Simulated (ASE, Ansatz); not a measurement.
# Convergence of a linear-scaling basis for twisted silicene bilayer, 4.41° (676 atoms)

Wanted: errors and times of a linear-scaling basis for twisted silicene bilayer, 4.41° (676 atoms). A setting counts as converged where the r.m.s. difference of forces stays under 1 % of the r.m.s. force.

Calculated with Ansatz 0.2.0; Kohn-Sham DFT, PBE+D3(BJ), PAW (set soft_2), plane waves.

### Step 1. The starting structure

The cell holds 676 atoms: 676 Si. Its edges and angles: a = 50.180 Å, b = 50.180 Å, c = 16.170 Å, α = 90.0°, β = 90.0°, γ = 120.0°. It derives from Si (silicene). Silicene (a = 3.86 Å) under silicene (a = 3.86 Å), bilayer, commensurate cell of 169 unit cells a layer, twist 4.41 deg; facing planes 3.29 Å apart; 12 Å of vacuum; layers as built, displaced by a Gaussian of 0.01 Å. Regions: layer 1, 338 atoms (338 Si); layer 2, 338 atoms (338 Si). Vacuum lies along c.

Before any run, some limits are plain. Beside vacuum, support functions can miss their usual error bounds without a warning. Sampling is at Γ alone, for a cell whose shortest periodic width is 43 Å.

### Step 2. Plane-wave single point

The first run fixes the reference, at a cutoff of 420 eV.

input.yaml

```yaml
crystal:
  lattice:
    - [50.18, 0.0, 0.0]
    - [-25.09, 43.45715, 0.0]
    - [0.0, 0.0, 16.17]
  atoms:
    - { symbol: Si, position: [0.04951, 0.91526, 0.39789] }
    - { symbol: Si, position: [0.05151, 0.87174, 0.37144] }
    - { symbol: Si, position: [0.09101, 0.00443, 0.3994] }
    - { symbol: Si, position: [0.09281, 0.9608, 0.37024] }
    - { symbol: Si, position: [0.05506, 0.78503, 0.39853] }
    - { symbol: Si, position: [0.05736, 0.74164, 0.37143] }
    - { symbol: Si, position: [0.09698, 0.87412, 0.39871] }
    - { symbol: Si, position: [0.09857, 0.83028, 0.37104] }
    - { symbol: Si, position: [0.13813, 0.96273, 0.39818] }
    - { symbol: Si, position: [0.14008, 0.91896, 0.37121] }
    - { symbol: Si, position: [0.06091, 0.6548, 0.39861] }
    - { symbol: Si, position: [0.06346, 0.61175, 0.37099] }
    - { symbol: Si, position: [0.10281, 0.74397, 0.39878] }
    - { symbol: Si, position: [0.1046, 0.70009, 0.37217] }
    - { symbol: Si, position: [0.1439, 0.83234, 0.39813] }
    - { symbol: Si, position: [0.14616, 0.78914, 0.37151] }
    - { symbol: Si, position: [0.18577, 0.92128, 0.39839] }
    - { symbol: Si, position: [0.18745, 0.87737, 0.37186] }
    - { symbol: Si, position: [0.22711, 0.0097, 0.39801] }
    - { symbol: Si, position: [0.22855, 0.96665, 0.37176] }
    - { symbol: Si, position: [0.06672, 0.5241, 0.39707] }
    - { symbol: Si, position: [0.06896, 0.48085, 0.3701] }
    - { symbol: Si, position: [0.10867, 0.61352, 0.39845] }
    - { symbol: Si, position: [0.11052, 0.56982, 0.3699] }
    - { symbol: Si, position: [0.14991, 0.70177, 0.39828] }
    - { symbol: Si, position: [0.15199, 0.65896, 0.37069] }
    - { symbol: Si, position: [0.19113, 0.79093, 0.39818] }
    - { symbol: Si, position: [0.19311, 0.74754, 0.3703] }
    - { symbol: Si, position: [0.23215, 0.87961, 0.39826] }
    - { symbol: Si, position: [0.23482, 0.83605, 0.37144] }
    - { symbol: Si, position: [0.274, 0.96838, 0.39719] }
    - { symbol: Si, position: [0.27577, 0.92472, 0.36954] }
    [... 638 atom lines left out ...]
    - { symbol: Si, position: [0.96285, 0.13858, 0.62779] }
    - { symbol: Si, position: [0.96046, 0.09281, 0.60098] }
    - { symbol: Si, position: [0.01009, 0.22696, 0.62941] }
    - { symbol: Si, position: [0.00806, 0.18162, 0.60166] }
    - { symbol: Si, position: [0.00391, 0.09068, 0.62725] }
    - { symbol: Si, position: [0.0025, 0.0455, 0.60115] }
kpoints:
  mp_grid: { grid: [1, 1, 1] }
hamiltonian:
  xc: pbe
  dispersion: d3bj
scf:
  occupations: { method: fermi_dirac, width: 0.025 }
output:
  forces: true
  populations: true
  dos:
    method: { smearing: { sigma: 0.15 } }
    de: 0.1
    projected: { site_lists: { Si: [Si] } }
  eigenvalues: true
```

Run with:

```
ansatz run input.yaml --threads 32 --pin off --max-ram 143360MiB --backend cuda --events-out ev --progress --plain --runs-dir out
```

Numbers of over 12 decimals in the logs are rounded to 6 here.

The program printed:

```text
Engine: ansatz 0.2.0, aarch64-unknown-linux-gnu
Pseudopotentials: kind: paw
Pseudopotential: Si, paw, valence charge 4, recommended cutoff 420 eV (normal), Si.paw.azcp
Functional definition: PBE
  parameter kappa = 0.804
  parameter beta = 0.066725
  exchange = pbe_x(kappa = kappa, mu = beta*pi^2/3)
  correlation = pbe_c(beta = beta)
device memory: the entry about to start is reckoned to put 179.1 GiB on a device that reports 182.5 GiB free
GPU FFT provider: cuFFT
GPU libraries: cuBLAS 13.8.1, cuFFT 12.4.0, cuSOLVER 12.3.2
GPU matrix products: emulated (plane waves: as basis.precision tells), large ones in fixed point in workspaces of 1.00 GiB
Crystal: 676 atoms, lattice volume = 35261.592 Å³
Basis set: ecut = 420 eV, 688933 PW (Γ), exchange–correlation on 720×720×240 points (8 copies of the dense FFT grid, shifted against one another)
Bands: 2028, of which v1, the nominal top of the filled ones, is band 1352 counted from 1 (1351 counted from 0)
Symmetry: 1 space group operations
Space group: P1 (ITA 1), of the structure as read, at distance tolerance 3.3e-4 Å
k-points: 1
Non-local potential: Si, projectors of the file, l = 0: 2, l = 1: 2, l = 2: 2
PAW form: soft (Blöchl's): semilocal exchange-correlation on the pseudo side does not see the compensation charge
PAW one-centre angular grid: Si, 110 points (default); XC on 64 Gauss nodes
Initial density: superposition of atomic densities (neutral atoms: chi_scale 0, normalization atom), corrected by the library's trained network
Initial wavefunctions: pseudopotential atomic-orbital guess
GPU buffer pool allocated for 15552000 grid points (all kernels)
GPU transforms: local potential and band sums: pruned to the plane-wave sphere, on 360×360×120
GPU projectors: on the FFT box's points about the atoms, with room for 4905056 of them (16 bands a pass); a geometry past the room, sums that fail their trial, or a want of GPU memory keeps the tables, and a block in half precision can take them where they are the faster
Functional: x = pbe(κ = 0.804, μ = 0.219515), c = pbe(β = 0.066725)
SCF iter   1: F=—  HF=-429568.324937 eV  |F-HF|=—  |Δ(HF+E_count)|=         —  Δρ=1.86e-3  dr2=1.09e1  ethr=1.77e-3  ⟨swp⟩=7.0  Hψ=10417  notcnv=0  defer=508
preconditioner: auto → LDOS  [metal: Δε(μ)=0.018 eV  Ē_g=7.059 eV  σ=0.025 eV  W_gap=0.17  n_scr=3338 (ndim 8)  ℏωp=10.3 eV  f_vac=0.473  D(μ)=122.37/eV (n_scr^D=292)  β→1.0]
SCF iter   2: F=—  HF=-429569.696722 eV  |F-HF|=—  |Δ(HF+E_count)|=    1.37e0  Δρ=1.91e-3  dr2=8.23e0  ethr=4.02e-4  ⟨swp⟩=3.0  Hψ=4003  notcnv=0  defer=586
SCF iter   3: F=—  HF=-429568.301245 eV  |F-HF|=—  |Δ(HF+E_count)|=    1.40e0  Δρ=3.29e-4  dr2=3.66e-1  ethr=3.04e-4  ⟨swp⟩=3.0  Hψ=2562  notcnv=0  defer=586
SCF iter   4: F=—  HF=-429568.282807 eV  |F-HF|=—  |Δ(HF+E_count)|=   1.84e-2  Δρ=2.36e-4  dr2=1.90e-1  ethr=1.35e-5  ⟨swp⟩=3.0  Hψ=2884  notcnv=0  defer=586
SCF iter   5: F=—  HF=-429568.259236 eV  |F-HF|=—  |Δ(HF+E_count)|=   2.36e-2  Δρ=1.14e-4  dr2=7.86e-2  ethr=7.04e-6  ⟨swp⟩=2.0  Hψ=2335  notcnv=0  defer=586
SCF iter   6: F=—  HF=-429568.292768 eV  |F-HF|=—  |Δ(HF+E_count)|=   3.35e-2  Δρ=5.35e-5  dr2=8.09e-3  ethr=2.91e-6  ⟨swp⟩=2.0  Hψ=2044  notcnv=0  defer=586
SCF iter   7: F=—  HF=-429568.292786 eV  |F-HF|=—  |Δ(HF+E_count)|=   1.81e-5  Δρ=2.82e-5  dr2=1.83e-3  ethr=2.99e-7  ⟨swp⟩=2.0  Hψ=2439  notcnv=0  defer=586
SCF iter   8: F=—  HF=-429568.292881 eV  |F-HF|=—  |Δ(HF+E_count)|=   9.53e-5  Δρ=1.67e-5  dr2=5.76e-4  ethr=6.76e-8  ⟨swp⟩=2.0  Hψ=2451  notcnv=0  defer=586
SCF iter   9: F=—  HF=-429568.292954 eV  |F-HF|=—  |Δ(HF+E_count)|=   7.26e-5  Δρ=8.68e-6  dr2=1.44e-4  ethr=2.13e-8  ⟨swp⟩=2.0  Hψ=2793  notcnv=0  defer=586
SCF iter  10: F=—  HF=-429568.282993 eV  |F-HF|=—  |Δ(HF+E_count)|=   9.96e-3  Δρ=5.19e-6  dr2=5.09e-5  ethr=5.33e-9  ⟨swp⟩=2.0  Hψ=2029  notcnv=0  defer=586
SCF iter  11: F=—  HF=-429568.281998 eV  |F-HF|=—  |Δ(HF+E_count)|=   9.95e-4  Δρ=3.08e-6  dr2=1.43e-5  ethr=1.88e-9  ⟨swp⟩=2.0  Hψ=2085  notcnv=0  defer=586
SCF iter  12: F=—  HF=-429568.282000 eV  |F-HF|=—  |Δ(HF+E_count)|=   1.64e-6  Δρ=1.54e-6  dr2=3.33e-6  ethr=5.27e-10  ⟨swp⟩=2.0  Hψ=2798  notcnv=0  defer=586
SCF iter  13: F=—  HF=-429568.282001 eV  |F-HF|=—  |Δ(HF+E_count)|=   1.23e-6  Δρ=8.66e-7  dr2=9.00e-7  ethr=1.23e-10  ⟨swp⟩=2.0  Hψ=2199  notcnv=0  defer=586
SCF iter  14: F=—  HF=-429568.282001 eV  |F-HF|=—  |Δ(HF+E_count)|=   2.56e-7  Δρ=4.08e-7  dr2=2.23e-7  ethr=3.33e-11  ⟨swp⟩=2.0  Hψ=2101  notcnv=0  defer=586
SCF iter  15: F=—  HF=-429568.282001 eV  |F-HF|=—  |Δ(HF+E_count)|=   3.73e-9  Δρ=2.47e-7  dr2=1.04e-7  ethr=3.70e-12  ⟨swp⟩=26.0  Hψ=14856  notcnv=0
SCF iter  16: F=-429568.282001 eV  HF=-429568.282001 eV  |F-HF|=3.15e-8  |Δ(HF+E_count)|=   4.14e-8  Δρ=1.57e-7  dr2=5.02e-8  ethr=3.70e-12  ⟨swp⟩=3.0  Hψ=4010  notcnv=0
SCF 1 converged in 16 iterations: F = -429568.282001 eV  dr2 = 5.02e-8
  greatest PAW one-centre occupation: 0.652 electrons in one spin orbital (limit 2), on the Si atom at site 277 (counted from 0), in its partial waves of l = 0
SCF converged after 16 iterations
Free energy (F): -429568.282001 eV
Harris-Foulkes:  -429568.282001 eV  (|F-HF|=3.15e-8)
Internal energy: -429567.992784 eV  (E = F + TS)
E sigma→0 (E₀):  -429568.137392 eV
Entropy (-TS):   -0.289217 eV (-0.428 meV/atom)
Fermi energy:    -0.404978 eV
--- Per-component energies (eV) ---
  E_band       = -14559.534926
  E_kinetic    = 26390.014049
  E_local      = -300043.345994  (includes V_loc(G=0)·N_el)
  E_nonlocal   = 17682.256462
  E_hartree    = 136922.652212
  E_xc         = -36761.126970
  E_vxc        = -30833.247912  (∫ρ·V_xc dr)
  E_paw        = -346568.970057  (= ΣΔE_a)
  E_vpaw       = -1600.514683  (= ΣTr[D̂ρ^β])
  E_aug_tail   = 0.004291  (compensation charges beyond the density's cutoff)
  E_ewald      = 72993.979780
  E_disp       = -183.456558  (pairwise vdW)
  E_smearing   = -0.289217  (= −TS)
  E_closure    = -0.000000  (closes the sum)
  Σ components = -429568.282001   (vs F -429568.282001, Δ=0.00e0)
--- Forces (eV/Å), atoms counted from 1 ---
[... 676 lines of forces left out ...]
  max |Σ_I F_I| component: 4.51e-5 eV/Å
--- Band table (eV) ---
[... left out ...]
--- Löwdin populations: 676 sites ---
  site symbol       q [e]
[... 676 lines, one an atom, left out ...]
  spilling = 0.012322 (of n_electrons = 2704.000000)
```

Run time: 48 s. Hardware: 1 × NVIDIA GB200 with 32 threads of Arm Neoverse V2, shared host; peak memory 17 GiB; 2.5 min of CPU time.

In the SCF lines HF is the Harris–Foulkes energy and dr2 the Hartree energy of the density residual, in eV; the loop may stop once dr2 is under the threshold and the program's other checks hold. Hψ counts applications of the Hamiltonian.

That memory is the host's; the program planned up to 179 GiB on the GPU. Forces of this run were stored rounded, and per-atom blocks of the log weren't kept.

The run gave:

| Property | Result |
| --- | --- |
| free energy | -429568.2820 eV |
| free energy per atom | -635.4560 eV/atom |
| SCF cycles | 16 |
| r.m.s. force component | 0.2339 eV/Å |
| longest force | 0.8869 eV/Å |
| Fermi energy | -0.405 eV |
| levels partly filled by over 2 per cent | 12 |
| spilling of the projection | 0.01232 |

Length of the force by element:

| element | coordination | atoms | mean length of the force (eV/Å) | spread | least | most |
| --- | --- | --- | --- | --- | --- | --- |
| Si | all | 676 | 0.373 | 0.157 | 0.0339 | 0.887 |

The mean of these charges, 0.049 e, is only the charge that the projection spills.

Löwdin charges by element (they lack the spilled electrons, 0.049 e an atom on average):

| element | coordination | atoms | mean charge (e) | spread | least | most |
| --- | --- | --- | --- | --- | --- | --- |
| Si | all | 676 | 0.0493 | 0.0159 | 0.0113 | 0.0863 |

By region:

| region | atoms | mean length of the force (eV/Å) |
| --- | --- | --- |
| layer 1 | 338 | 0.368 |
| layer 2 | 338 | 0.379 |

States in the cell by windows of 1 eV, zero at the Fermi level; some projections on atomic orbitals stand beside the total:

| from (eV) | to (eV) | total | Si p | Si s |
| --- | --- | --- | --- | --- |
| -13 | -12 | 0.0 | 0.0 | 0.0 |
| -12 | -11 | 33.2 | 2.8 | 30.2 |
| -11 | -10 | 209.0 | 39.7 | 167.6 |
| -10 | -9 | 254.5 | 73.3 | 179.0 |
| -9 | -8 | 175.2 | 55.9 | 118.0 |
| -8 | -7 | 151.7 | 74.8 | 75.3 |
| -7 | -6 | 186.5 | 96.9 | 87.5 |
| -6 | -5 | 124.9 | 69.1 | 54.3 |
| -5 | -4 | 181.3 | 139.2 | 40.0 |
| -4 | -3 | 350.5 | 315.5 | 30.2 |
| -3 | -2 | 465.5 | 439.0 | 20.4 |
| -2 | -1 | 369.6 | 352.7 | 11.6 |
| -1 | 0 | 199.1 | 184.8 | 11.2 |
| 0 | 1 | 190.3 | 165.7 | 15.2 |
| 1 | 2 | 412.2 | 278.1 | 91.7 |

Not all projections were asked for or kept, so they needn't add up to the total.

The levels nearest the highest filled one (over half full), pooled over k-points and spins:

| level less the highest filled one (eV) | occupation |
| --- | --- |
| -0.130 | 1.99 |
| -0.0864 | 1.96 |
| -0.0702 | 1.92 |
| -0.0639 | 1.89 |
| -0.0048 | 1.25 |
| 0 | 1.16 |
| 0.0098 | 0.963 |
| 0.0118 | 0.923 |
| 0.0339 | 0.523 |
| 0.0374 | 0.471 |
| 0.0464 | 0.353 |
| 0.0474 | 0.342 |

Löwdin charges run from +0.01 to +0.09 e, about a mean that is the spilled charge alone. Within 0.4 eV of the Fermi level the largest share is Si p (95 % of the projected weight).

### Step 3. Local order

Bonds and neighbours are counted at the geometry of the runs.

Normalised to the volume that the atoms fill. Pair distribution function in bins of 0.1 Å:

| r (Å) | total |
| --- | --- |
| 2.15 | 0.00 |
| 2.25 | 9.12 |
| 2.35 | 0.16 |
| 2.45 | 0.00 |
| 2.55 | 0.00 |
| 2.65 | 0.00 |
| 2.75 | 0.00 |
| 2.85 | 0.00 |
| 2.95 | 0.00 |
| 3.05 | 0.00 |
| 3.15 | 0.00 |
| 3.25 | 0.01 |
| 3.35 | 0.12 |
| 3.45 | 0.11 |
| 3.55 | 0.11 |
| 3.65 | 0.11 |
| 3.75 | 0.26 |
| 3.85 | 6.68 |
| 3.95 | 0.31 |
| 4.05 | 0.31 |
| 4.15 | 0.30 |
| 4.25 | 0.35 |
| 4.35 | 0.38 |
| 4.45 | 2.56 |
| 4.55 | 0.51 |
| 4.65 | 0.34 |
| 4.75 | 0.34 |
| 4.85 | 0.31 |
| 4.95 | 0.33 |
| 5.05 | 0.31 |
| 5.15 | 0.27 |
| 5.25 | 0.31 |
| 5.35 | 0.30 |
| 5.45 | 0.29 |
| 5.55 | 0.27 |
| 5.65 | 0.27 |
| 5.75 | 0.27 |
| 5.85 | 0.80 |
| 5.95 | 2.45 |
| 6.05 | 0.27 |
| 6.15 | 0.25 |
| 6.25 | 0.26 |
| 6.35 | 0.22 |
| 6.45 | 0.26 |

Bonds by pair of elements; cutoffs follow the first minimum of g(r), held within bounds set by covalent radii, and pairs that aren't listed don't count as bonded:

| pair A-B | cutoff (Å) | bonds | mean length (Å) | spread (Å) | shortest (Å) | B about A | A about B |
| --- | --- | --- | --- | --- | --- | --- | --- |
| Si-Si | 2.68 | 1014 | 2.27 | 0.014 | 2.23 | 3 | 3 |

How many atoms have how many bonded neighbours:

| element | mean | 3 |
| --- | --- | --- |
| Si | 3 | 676 |

Bond angles (no mean is given where the spread exceeds 20°):

| angle | count | mean (°) | spread (°) |
| --- | --- | --- | --- |
| Si-Si-Si | 2028 | 116 | 0.6 |

The first peak of g(r) lies near 2.27 Å. By these cutoffs all Si atoms have 3 bonded neighbours. The Si-Si-Si angle averages 116° with a spread of 0.6°.

Local excerpt of 18 atoms (numbers count through the whole input) about Si29, which bears the longest force; x, y, z are measured from there.

| atom | x | y | z | distance (Å) | bonds | Fx | Fy | Fz (eV/Å) |
| --- | --- | --- | --- | --- | --- | --- | --- | --- |
| Si29 | 0.00 | 0.00 | 0.00 | 0.00 | 3 | 0.75 | -0.09 | 0.46 |
| Si18 | -2.19 | -0.10 | -0.43 | 2.23 | 3 | -0.47 | 0.29 | -0.17 |
| Si32 | 1.06 | 1.96 | -0.46 | 2.28 | 3 | 0.23 | 0.17 | 0.00 |
| Si30 | 1.23 | -1.89 | -0.43 | 2.30 | 3 | -0.42 | 0.27 | -0.12 |
| Si364 | 0.77 | 0.78 | 3.30 | 3.48 | 3 | 0.12 | -0.49 | -0.47 |
| Si17 | -3.37 | 1.81 | 0.00 | 3.83 | 3 | 0.00 | -0.19 | 0.38 |
| Si15 | -3.24 | -2.05 | 0.00 | 3.84 | 3 | 0.11 | 0.02 | 0.45 |
| Si27 | 0.17 | -3.85 | 0.00 | 3.86 | 3 | 0.32 | 0.03 | 0.52 |
| Si31 | -0.13 | 3.86 | -0.02 | 3.86 | 3 | 0.11 | -0.08 | 0.36 |
| Si43 | 3.43 | -1.79 | -0.02 | 3.87 | 3 | 0.34 | -0.15 | 0.58 |
| Si45 | 3.31 | 2.07 | 0.00 | 3.90 | 3 | -0.26 | -0.27 | 0.40 |
| Si361 | -0.43 | -1.11 | 3.73 | 3.91 | 3 | 0.31 | 0.04 | 0.11 |
| Si352 | -2.63 | -1.04 | 3.29 | 4.34 | 3 | -0.27 | 0.31 | -0.48 |
| Si16 | -2.05 | -3.93 | -0.43 | 4.45 | 3 | -0.16 | 0.10 | -0.16 |
| Si20 | -2.36 | 3.78 | -0.43 | 4.48 | 3 | 0.35 | -0.12 | -0.18 |
| Si46 | 4.49 | 0.16 | -0.43 | 4.52 | 3 | -0.08 | 0.32 | -0.14 |
| Si362 | 0.62 | -3.08 | 3.29 | 4.55 | 3 | -0.04 | -0.03 | -0.48 |
| Si363 | -0.26 | 2.73 | 3.74 | 4.63 | 3 | -0.32 | 0.44 | 0.10 |

The column of bonds counts only the pairs Si-Si within 2.68 Å; other neighbours, such as metal atoms beside each other in a compound, aren't counted, and periodic images can show an atom twice.

### Step 4. Support functions medium

The cell is solved in localised support functions. The level medium gives here a grid of 216×216×72 points and a radius of 4.55 Å.

This step: Kohn-Sham DFT, PBE+D3(BJ), PAW (set soft_2), localised support functions (medium) (Ansatz 0.2.0).

input.yaml, the sections that differ from step 2:

```yaml
scf:
  occupations: { method: fermi_dirac, width: 0.025 }
  eigensolver: { kind: { support_functions: { accuracy: medium } } }
  mixing: { beta: 0.2 }
  max_iter: 150
output:
  forces: true
  eigenvalues: true
# crystal, kpoints, hamiltonian: as in step 2
```

The program printed:

```text
Warning: scf.eigensolver.kind.support_functions: disabling space-group detection — the functions' gradient is summed over unrotated k-points, so no spatial operation reduces the k-mesh or symmetrises the density; time reversal is kept, so that k and −k are solved as one point where they differ and the mesh holds both, and exact exchange and, on two spinor components, a DFT+U term hold to it where the run has them: [...]
settings of this run that can trade accuracy for cost: scf.eigensolver.kind.support_functions [...]
[...]
GPU FFT provider: cuFFT
GPU libraries: cuBLAS 13.8.1, cuFFT 12.4.0, cuSOLVER 12.3.2
[...]
Crystal: 676 atoms, lattice volume = 35261.592 Å³
Basis set: ecut = 420 eV, 688933 PW (Γ), exchange–correlation on 720×720×240 points (8 copies of the dense FFT grid, shifted against one another)
Bands: 1623, of which v1, the nominal top of the filled ones, is band 1352 counted from 1 (1351 counted from 0)
[... 1 set-up line as in the run before ...]
k-points: 1
[...]
GPU buffer pool allocated for 15552000 grid points (all kernels)
Eigensolver: Support functions (medium, 216×216×72 points, laid for a spacing of at most 0.257060 Å, radius 4.554157 Å, 882 sites without an atom, 0 species' potentials softened for the grid, 1 wholly corrected for its errors in the mean over positions, 1 with the egg-box correction, energy correction by stochastic trace)
[...]
SCF iter   1: F=—  HF=-429437.460978 eV  |F-HF|=—  |Δ(HF+E_count)|=         —  Δρ=2.16e-2  dr2=1.75e2  ethr=1.00e-1
[...]
SCF iter  20: F=—  HF=-429568.424280 eV  |F-HF|=—  |Δ(HF+E_count)|=   1.72e-3  Δρ=3.21e-6  dr2=8.47e-6  ethr=4.80e-10  κ⁻¹=2.9e-5(r=7)
SCF iter  21: F=-429568.425128 eV  HF=-429568.425042 eV  |F-HF|=8.61e-5  |Δ(HF+E_count)|=   7.61e-4  Δρ=1.27e-6  dr2=2.81e-6  ethr=3.13e-10
SCF 1 converged in 21 iterations: F = -429568.457631 eV  dr2 = 2.81e-6
[...]
SCF converged after 21 iterations
Stability not checked: this state was not tested for a lower state beside it, because the mixer in use, unlike msr1, does not test its closes by its own steps (another_mixer; see scf.mixing.algorithm and scf.lower_state_search)
Free energy (F): -429568.457631 eV
[...]
Internal energy: -429568.168462 eV  (E = F + TS)
E sigma→0 (E₀):  -429568.313047 eV
Entropy (-TS):   -0.289169 eV (-0.428 meV/atom)
Fermi energy:    -0.405072 eV
[...]
Σ components = -429568.457631   (vs F -429568.457631, Δ=0.00e0)
--- Forces (eV/Å), atoms counted from 1 ---
[... 676 lines of forces left out ...]
  max |Σ_I F_I| component: 6.51e-3 eV/Å
--- Band table (eV) ---
[... left out ...]
```

It took 21 s on 1 × NVIDIA GB200 with 32 threads; peak memory 7.4 GiB; 61 s of CPU time.

That memory is the host's; the program planned up to 24.6 GiB on the GPU.

The program notes that the band table was not solved further than the SCF left it and it switched symmetry off. Further notices: vacuum switching off with vacuum.

Keys that differ from the reference: support_functions.accuracy = "medium", scf.max_iter = 150 and scf.mixing.beta = 0.2.

Forces differ from the reference by 0.081 meV/Å r.m.s., 0.035 % of their size, well within a tolerance of 1 %; the energy by -0.26 meV/atom.

### Step 5. Cost against change

Each row is set against the plane-wave reference (Kohn-Sham DFT, PBE+D3(BJ), PAW (set soft_2), plane waves; r.m.s. force component 0.234 eV/Å). Energies are set beside the reference only for runs with its functional, potentials and electron count. Times are for 1 × NVIDIA GB200 with 32 threads of Arm Neoverse V2, shared host. The reference's time includes the DOS, which some other runs skip.

| run | Δ force, r.m.s. (meV/Å) | share of r.m.s. force (%) | Δ energy (meV/atom) | cycles | time | host memory (GiB) | planned on the GPU (GiB) |
| --- | --- | --- | --- | --- | --- | --- | --- |
| reference | - | - | - | 16 | 48 s | 17 | 179 |
| support functions medium | 0.081 | 0.0345 | -0.260 | 21 | 21 s | 7.4 | 25 |

### Step 6. Outcome

| Quantity | Value |
| --- | --- |
| free energy per atom | -635.4560 eV/atom |
| r.m.s. force component | 0.2339 eV/Å |
| wall time of the 2 DFT runs | 69 s |

Against plane waves at 420 eV, the forces differ by 0.081 meV/Å (0.035 %) with support functions medium. Differences between support functions and plane waves include what basis error the plane-wave run still has.

No gap is quoted, since levels at the Fermi energy are partly filled. Counting bonds as in the table, all Si atoms have 3 bonded neighbours.

Caveats: The geometry was built by rule, was displaced at random and isn't relaxed at this level: its force components are 0.23 eV/Å r.m.s.

[Logs are printed without paths, hosts, clocks, repeated set-up lines and the standing remarks that a program may print on its own settings, such as how far it seeks lower states.]

[Hosts, paths, dates, database ids (printed as entryN), source tags and the programs' standing remarks are cut or masked in the printed files.]
